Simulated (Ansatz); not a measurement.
# ScInS3 in Amm2, a phase reached by a soft mode: following an unstable mode

Which phase does ScInS3 in Amm2, a phase reached by a soft mode fall into along its unstable mode, and how much energy does it gain?

Program: Ansatz 0.2.0. Level of theory: DFT PBEsol, scalar-relativistic, plane waves, PAW; PAW set soft_1. Results are calculated unless marked as measured.

Report form: the programs' logs are mostly left out.

The structure was built from a prototype and need not be the compound's stable phase.

In doubt: the program warns that the response may not be converged on this k-mesh (steps 2, 8), which bears on the force constants and all frequencies.

### Step 1. Set-up

Symmetry: Amm2, No. 38, orthorhombic system. Conventional cell: a = 3.802 Å, b = 7.213 Å, c = 11.407 Å, α = 90.00°, β = 90.00°, γ = 90.00°. Sc has 5 S at 2.48 to 2.52 Å nearest. Nearest to In lie 4 S at 2.44 Å. Nearest to S lie 1 In at 2.44 Å and 2 Sc at 2.52 Å. Nearest to S lie 2 In at 2.44 Å and 1 Sc at 2.48 Å. Farther neighbours and most contacts between anions are not listed.

### Step 2. Zone-centre response

This phase was reached earlier by freezing in an unstable mode of a structure of higher symmetry and relaxing. Its zone-centre modes can show that it is still unstable.

Contents of input.yaml:

```yaml
crystal:
  lattice:
    - [3.8020296096, 0.0, 0.0]
    - [0.0, 3.6064232419, 5.703594951]
    - [0.0, -3.6064232419, 5.703594951]
  atoms:
    - { symbol: Sc, position: [0.0, 0.8131798505, 0.8131798505] }
    - { symbol: In, position: [0.5, 0.4622434458, 0.4622434458] }
    - { symbol: S, position: [0.5, 0.611232649, 0.0634278108] }
    - { symbol: S, position: [0.5, 0.0634278108, 0.611232649] }
    - { symbol: S, position: [0.0, 0.595709127, 0.595709127] }
kpoints:
  mp_grid: { grid: [6, 4, 4] }
hamiltonian:
  xc: pbesol
  pseudopotentials: { kind: paw, azcp: { folder: soft_1 }, xc_functional: pbe }
scf:
  occupations: { method: fixed }
output:
  eigenvalues: true
phonons:
  method: dfpt
  dielectric: true
  rigid_motions: translations
```

Launch:

```
$ ansatz run input.yaml --threads 4 --pin off --max-ram 16384MiB --backend cpu --events-out ev --progress --plain --runs-dir out
```

It took 2.3 min on 4 threads of Arm Neoverse V2, shared host; peak memory 1.4 GiB.

This step gave:

| Quantity | Value |
| --- | --- |
| gap on the k-mesh | 1.401 eV |
| volume per atom | 31.28 Å³ |
| sum-rule residual before enforcement | 4.86e-5 eV/Å² |
| miss of the charge sum rule | 0.01132 e |
| estimated error of the dielectric tensor | 0.03069 |
| estimated error of the Born charges | 0.04297 e |
| point group | mm2 |
| highest optical mode at the zone centre (no LO-TO term) | 382.6 cm⁻¹ |
| lowest optical zone-centre mode | -69.95 cm⁻¹ |
| mean high-frequency dielectric constant | 5.457 |
| largest Born charge (third of the trace) | 3.648 e |
| top of the zone-centre spectrum with the field | 411.7 cm⁻¹ |

Patterns of degenerate modes are one choice out of their space. Modes at Γ, with each element's share of the kinetic energy (negative means imaginary):

```tsv
mode	frequency (cm⁻¹)	symmetry	Sc %	In %	S %
1	-70.0	B2	4	0	96
2	0.0	acoustic	18	45	38
3	0.0	acoustic	18	45	38
4	0.0	acoustic	18	45	38
5	56.6	B2	0	23	77
6	67.3	B1	26	38	36
7	135.0	A1	7	10	83
8	199.1	A2	0	0	100
9	211.1	A1	61	35	4
10	246.1	B2	44	31	25
11	265.6	B1	56	0	44
12	313.4	B1	0	18	82
13	333.5	B2	34	2	64
14	340.4	A1	13	9	78
15	382.6	A1	1	1	98
```

Displacements in mode 1 (-70.0 cm⁻¹), the largest set to 1:
```
Sc1  0.00 -0.25  0.00
In2  0.00  0.03  0.00
S3   0.00 -0.38 -0.63
S4   0.00 -0.38  0.63
S5   0.00  1.00  0.00
```

Displacements in mode 6 (67.3 cm⁻¹), the largest set to 1:
```
Sc1 -1.00  0.00  0.00
In2  0.75  0.00  0.00
S3  -0.91  0.00  0.00
S4  -0.91  0.00  0.00
S5   0.54  0.00  0.00
```

Before it was imposed, the acoustic sum rule was missed by 4.9e-5 eV/Å² and the charge sum rule by 0.011 e. Small misses are needed for a sound result but don't prove that mesh and cutoff are converged. The lowest optical mode is imaginary, 70.0i cm⁻¹, so the energy falls along it.

The log warns of the k mesh: “the force constants stand on the 6×4×4 k-mesh, whose period is 10.77 times the interband length at k = (0.0000, 0.0000, 0.0000), direct gap 1.401 eV, under 14: take them and everything formed from them as unconverged”.

### Step 3. The mode frozen in, largest atomic shift 0 Å

The mode followed lies at Γ with frequency 69.9i cm⁻¹, the softest among the wavevectors solved. At small amplitude the distorted cell has space group no. 6 by a symmetry search on the positions. The undistorted cell that holds it gives the zero of energy on the same k mesh.

input.yaml, as its differences from that of step 2:

```diff
@@ -17,8 +17,6 @@
 scf:
-  occupations: { method: fixed }
+  occupations: { method: gaussian, width: 0.02 }
 output:
+  forces: true
+  stress: true
   eigenvalues: true
-phonons:
-  method: dfpt
-  dielectric: true
-  rigid_motions: translations
```

It took 3.2 s on 4 threads; peak memory 0.44 GiB; 12 s of CPU time.

Numbers from this step:

* pressure: -0.001235 GPa
* energy from the undistorted cell: 0 meV/atom

At this level the gap is 1.40 eV on the k-mesh of the self-consistent run, which can miss the band edges.

### Step 4. The mode frozen in, largest atomic shift 0.45 Å

The atoms are moved along the unstable eigenvector, the largest shift by 0.45 Å, with the cell fixed.

input.yaml, the sections that differ from step 3:

```yaml
crystal:
  lattice:
    - [3.8020296096, 0.0, 0.0]
    - [0.0, 3.6064232419, 5.703594951]
    - [0.0, -3.6064232419, 5.703594951]
  atoms:
    - { symbol: Sc, position: [0.0, 0.7974552217, 0.8289044793] }
    - { symbol: In, position: [0.5, 0.4642184999, 0.4602683917] }
    - { symbol: S, position: [0.5, 0.5625347226, 0.0621421745] }
    - { symbol: S, position: [0.5, 0.0647134471, 0.6599305753] }
    - { symbol: S, position: [0.0, 0.658097811, 0.533320443] }
# kpoints, hamiltonian, scf, output: as in step 3
```

Elapsed: 4.5 s, on 4 threads; peak memory 0.46 GiB.

This step gave:

```yaml
pressure: -1.599 GPa
gap_on_the_k_mesh: 1.746 eV
energy_from_the_undistorted_cell: -15.13 meV/atom
```

The energy, extrapolated to zero smearing, is -15.13 meV/atom against the undistorted cell.

The run ends at a pressure of -1.60 GPa, with forces up to 0.25 eV/Å.

### Step 5. Energy along the mode, all amplitudes (two of the runs are shown above)

An imaginary frequency means negative curvature, so the energy should fall and then rise again as anharmonic terms take over.

This step gave:

- depth at the lowest point sampled: 15.13 meV/atom
- largest atomic shift at that point: 0.45 Å

Energy from the parent against largest atomic shift:

```tsv
largest atomic shift (Å)	energy from the parent (meV/atom)
0.000	0
0.040	-0.201
0.080	-0.795
0.140	-2.36
0.220	-5.45
0.320	-10.1
0.450	-15.1
0.600	-14.9
```

Displacement at unit largest shift by atom:

```tsv
atom	x (Å)	y (Å)	z (Å)	size
Sc1	0.00	-0.25	0.00	0.25
In2	0.00	0.03	0.00	0.03
S3	0.00	-0.38	-0.63	0.74
S4	0.00	-0.38	0.63	0.74
S5	0.00	1.00	0.00	1.00
```

The lowest of the steps tried is at 0.45 Å, 15.1 meV/atom below the parent; the bottom of the well need not coincide with a step.

### Step 6. Relaxing from the distorted cell

Starting from the lowest point found, all atoms and the cell are let go, so that strain and other modes of the same symmetry can join in.

input.yaml, as its differences from that of step 4:

```diff
@@ -17,3 +17,3 @@
 scf:
-  occupations: { method: gaussian, width: 0.02 }
+  occupations: { method: fixed }
 output:
@@ -22 +22,6 @@
   eigenvalues: true
+relax:
+  adjacent_minimum: "off"
+  f_tol: 0.002
+  max_steps: 120
+  cell: { stress_tol: 0.03 }
```

Wall time 80 s (4 threads); peak memory 0.53 GiB.

Relaxation path:

```tsv
step	energy less that of the first step (eV)	largest force component (eV/Å)	pressure (GPa)	volume (Å³)
1	0.0000	0.2520	-1.60	156.41
2	-0.0695	0.1958	0.05	149.62
3	-0.1515	0.2142	-0.10	144.86
4	-0.2248	0.1316	-0.83	140.69
5	-0.2875	0.1802	-0.93	133.00
6	-0.3243	0.1207	-0.74	126.18
7	-0.3447	0.1396	-0.16	124.49
8	-0.3873	0.2492	0.24	121.23
9	-0.4199	0.3567	0.01	122.04
10	-0.3857	0.4590	-1.40	129.14
11	-0.4558	0.1922	-0.20	122.34
12	-0.4720	0.0534	0.02	122.67
13	-0.4753	0.0142	0.00	122.76
14	-0.4755	0.0017	0.00	122.74
15	-0.4755	0.0025	0.01	122.74
16	-0.4755	0.0001	0.00	122.75
17*	-0.4741	0.0001	0.00	122.75
```

Relaxation steps marked * repeat the geometry before them on a plane-wave basis chosen anew for their cell, so energy and pressure can jump there. Relaxation step 10 was tried and not accepted.

Forces are held to the 2 operations that the run works with; a distortion that breaks them can't arise in this run.

```tsv
cell as run	before	after	change
a (Å)	3.802	3.845	+1.1 %
b (Å)	6.748	6.608	-2.1 %
c (Å)	6.748	5.268	-21.9 %
α (°)	64.61	66.51	+2.9 %
volume (Å³/atom)	31.28	24.55	-21.5 %
```

The atoms that moved most (Å, as changes of fractional coordinates times the final cell):

```tsv
atom	dx	dy	dz	length
S5	0.000	0.613	-0.244	0.660
S3	0.000	-0.054	-0.519	0.521
S4	0.000	-0.220	0.307	0.377
In2	0.000	-0.215	0.309	0.376
Sc1	0.000	-0.124	0.147	0.193
```

The relaxed structure:

```cif
data_structure
_symmetry_space_group_name_H-M 'P 1'
_symmetry_Int_Tables_number 1
_cell_length_a 3.8448
_cell_length_b 6.6076
_cell_length_c 5.2684
_cell_angle_alpha 66.511
_cell_angle_beta 90.000
_cell_angle_gamma 90.000
_cell_volume 122.75
loop_
_atom_site_label
_atom_site_type_symbol
_atom_site_fract_x
_atom_site_fract_y
_atom_site_fract_z
_atom_site_occupancy
Sc1 Sc 0.00000 0.79204 0.86762 1
In2 In 0.50000 0.45924 0.53397 1
S3 S 0.50000 0.51167 0.00778 1
S4 S 0.50000 0.05893 0.73414 1
S5 S 0.00000 0.72514 0.40106 1
```

This step gave:

* pressure: -0.004287 GPa
* gap on the k-mesh: 1.562 eV
* volume per atom: 24.55 Å³

The distorted start has space group Pm; the relaxation ends in Amm2.

### Step 7. The new phase in its own primitive cell

The relaxed structure is symmetrised, reduced to its primitive cell and relaxed tightly, as its phonons need.

input.yaml, the sections that differ from step 6:

```yaml
crystal:
  lattice:
    - [3.8447641145, 0.0, 0.0]
    - [0.0, 2.6341943133, 6.0601271016]
    - [0.0, -2.6341943133, 6.0601271016]
  atoms:
    - { symbol: Sc, position: [0.0, 0.3403451995, 0.3403451995] }
    - { symbol: In, position: [0.5, 0.0067433255, 0.0067433255] }
    - { symbol: S, position: [0.5, 0.4805314127, 0.4805314127] }
    - { symbol: S, position: [0.5, 0.2068972573, 0.2068972573] }
    - { symbol: S, position: [0.0, 0.8737949241, 0.8737949241] }
kpoints:
  mp_grid: { grid: [6, 6, 6] }
relax:
  adjacent_minimum: "off"
  f_tol: 0.001
  max_steps: 60
  cell: { stress_tol: 0.01 }
# hamiltonian, scf, output: as in step 6
```

Run time: 23 s. Hardware: 4 threads; peak memory 0.49 GiB; 89 s of CPU time.

Little changed from the start: no atom moved by 0.005 Å and no cell edge by 0.1 %.

This step gave:

| Quantity | Value |
| --- | --- |
| pressure | 3.54e-4 GPa |
| gap on the k-mesh | 1.564 eV |
| direct gap on mesh | 1.564 eV |

The largest force component left is 0.87 meV/Å and the pressure is 0.000 GPa, within the tolerances set. The cell now holds 24.55 Å³/atom.

### Step 8. Modes of the new phase

A relaxed structure may still be a saddle point, so its zone-centre modes are computed. The response to a homogeneous field gives the Born charges and the dielectric tensor.

input.yaml, the sections that differ from step 7:

```yaml
crystal:
  lattice:
    - [3.8443153739, 0.0, 0.0]
    - [0.0, 2.6351766741, 6.0593498816]
    - [0.0, -2.6351766741, 6.0593498816]
  atoms:
    - { symbol: Sc, position: [0.0, 0.3403717948, 0.3403717948] }
    - { symbol: In, position: [0.5, 0.0067376718, 0.0067376718] }
    - { symbol: S, position: [0.5, 0.4804892078, 0.4804892078] }
    - { symbol: S, position: [0.5, 0.2068906213, 0.2068906213] }
    - { symbol: S, position: [0.0, 0.8738228235, 0.8738228235] }
output:
  eigenvalues: true
phonons:
  method: dfpt
  dielectric: true
  rigid_motions: translations
# kpoints, hamiltonian, scf: as in step 7
# relax: removed
```

The job ended after 3.8 min (4 threads; peak memory 1.9 GiB; 15 min of CPU time).

This step gave:

| Item | Value |
| --- | --- |
| sum-rule residual before enforcement | 1.07e-4 eV/Å² |
| miss of the charge sum rule | 0.003809 e |
| estimated error of the dielectric tensor | 0.02639 |
| estimated error of the Born charges | 0.02247 e |
| highest optical mode at the zone centre (no LO-TO term) | 365.3 cm⁻¹ |
| lowest optical zone-centre mode | 56.39 cm⁻¹ |
| mean high-frequency dielectric constant | 7.321 |
| largest Born charge (third of the trace) | 3.984 e |
| mean static dielectric constant | 21.81 |
| top of the zone-centre spectrum with the field | 399.3 cm⁻¹ |

Patterns of degenerate modes are one choice out of their space. Modes at Γ, with each element's share of the kinetic energy:

```tsv
mode	frequency (cm⁻¹)	symmetry	Sc %	In %	S %
1	0.0	acoustic	18	45	38
2	0.0	acoustic	18	45	38
3	0.0	acoustic	18	45	38
4	56.4	B2	16	49	35
5	72.2	B1	28	39	33
6	99.0	B2	33	1	66
7	168.9	A1	19	23	58
8	201.9	B1	2	0	98
9	209.6	B2	30	3	68
10	249.3	B1	41	6	53
11	262.7	A1	0	22	78
12	271.9	B1	12	10	78
13	281.3	A1	58	3	39
14	309.6	B2	5	2	94
15	365.3	A1	5	7	88
```

Displacements in mode 4 (56.4 cm⁻¹), the largest set to 1:
```
Sc1  0.00 -0.66  0.00
In2  0.00  0.74  0.00
S3   0.00 -0.11  0.00
S4   0.00 -1.00  0.00
S5   0.00 -0.60  0.00
```

Displacements in mode 15 (365.3 cm⁻¹), the largest set to 1:
```
Sc1  0.00  0.00 -0.21
In2  0.00  0.00 -0.15
S3   0.00  0.00 -0.20
S4   0.00  0.00  1.00
S5   0.00  0.00  0.03
```

Optical modes at the zone centre, without and with the macroscopic field of the longitudinal modes; each column is sorted by frequency, so a row need not hold one and the same mode. Modes with and without the field, by row:

```tsv
rank among optical modes	no field (cm⁻¹)	q along (1, 0, 0) (cm⁻¹)	q along (0, 1, 0) (cm⁻¹)	q along (0, 0, 1) (cm⁻¹)
1	56.4	56.4	72.2	56.4
2	72.2	72.7	76.2	72.2
3	99	99	108.4	99
4	168.9	168.9	168.9	172.1
5	201.9	202.6	201.9	201.9
6	209.6	209.6	249.3	209.6
7	249.3	262.7	262.7	249.3
8	262.7	271.3	271.9	265.6
9	271.9	281.3	281.3	271.9
10	281.3	309.6	308.4	303.8
11	309.6	365.3	328.2	309.6
12	365.3	367.6	365.3	399.3
```

Born charge (rows field, columns displacement) (e), principal values of the symmetric part by kind of site:

```tsv
atom	atoms with these values	low	middle	high	mean
Sc1	1	3.21	3.61	5.13	3.98
In2	1	2.75	3.14	4.34	3.41
S3	1	-3.30	-2.60	-2.26	-2.72
S4	1	-3.01	-2.98	-1.16	-2.38
S5	1	-3.49	-2.27	-1.11	-2.29
```

In full for S4:

```
-3.01  0.00  0.00
 0.00 -1.16  0.00
 0.00  0.00 -2.98
```

High-frequency dielectric tensor:

```
7.17 0.00 0.00
0.00 7.21 0.00
0.00 0.00 7.59
```

Static dielectric tensor (ions relaxed, fixed cell):

```
15.82  0.00  0.00
 0.00 38.40  0.00
 0.00  0.00 11.22
```

Transverse modes. Infrared lines, with heights relative to the strongest:

```tsv
position (cm⁻¹)	label	relative intensity
56	B2	12
72	B1	0.2
99	B2	4.8
169	A1	2.7
202	B1	1.7
210	B2	80
249	B1	100
263	A1	7.2
272	B1	2.3
281	A1	24
310	B2	0.2
365	A1	29
```

Before it was imposed, the acoustic sum rule was missed by 1.1e-4 eV/Å² and the charge sum rule by 0.0038 e. Small misses are needed for a sound result but don't prove that mesh and cutoff are converged. The lowest optical mode is real, 56.4 cm⁻¹.

The log warns of the k mesh: “the force constants stand on the 6×6×6 k-mesh, whose period is 11.23 times the interband length at k = (0.0000, 0.0000, 0.0000), direct gap 1.564 eV, under 14: take them and everything formed from them as unconverged”.

### Step 9. The phases reached

The phases reached along the modes that were followed are set side by side.

Energies are those of the first relaxation, on the mesh of the frozen mode; space group, volume and gap are those of the last relaxation. Phases, by row:

```tsv
mode frozen in	space group	energy from parent (meV/atom)	volume (Å³/atom)	gap on mesh (eV)	lowest zone-centre optical mode (cm⁻¹)	largest shift (Å)
parent	Amm2	0	31.28	1.401	–	–
q = (0, 0, 0), 70i cm⁻¹	Amm2	-110	24.55	1.564	56.4	1.04
```

### Step 10. Outcome

```json
{"unstable mode of the parent": "q = (0, 0, 0), 70i cm⁻¹", "depth at the lowest point sampled": "15.1 meV/atom", "largest atomic shift at that point": "0.45 Å", "space group reached (within 0.01 Å)": "Amm2", "energy gained over the parent (first relaxation, on the mesh of the frozen mode)": "110 meV/atom", "volume per atom, phase reached": "24.6 Å³", "gap on the k-mesh, phase reached": "1.56 eV", "lowest optical zone-centre mode, phase reached": "56.4 cm⁻¹", "highest optical mode at the zone centre (no LO-TO term), phase reached": "365 cm⁻¹"}
```

What this shows: Along this mode the structure falls into Amm2, 110 meV/atom below the parent. At the parent's cell the well is 15.13 meV/atom deep on the steps tried, with its lowest point at a shift of 0.45 Å. Relaxing atoms and cell changes the gain by +94.82 meV/atom against the lowest step (energies at zero smearing). Most of the total comes from this relaxation. The end point has the space group of the parent. The new phase has no imaginary mode at the zone centre of its cell; other wavevectors were not checked. Each path keeps the symmetry of its pattern, so a lower phase may lie along a pattern not tried. With the field response the log warns that the k mesh is coarse for the force constants too, so the frequencies may not be converged. The PAW files were made for PBE and serve the other functionals too. The starting cell was built on a prototype and not taken from a measurement, so the phase need not exist.

[Logs are printed without paths, hosts, clocks, repeated set-up lines and the standing remarks that a program may print on its own settings, such as how far it seeks lower states.]

[Hosts, paths, dates, database ids (printed as entryN), source tags and the programs' standing remarks are cut or masked in the printed files.]
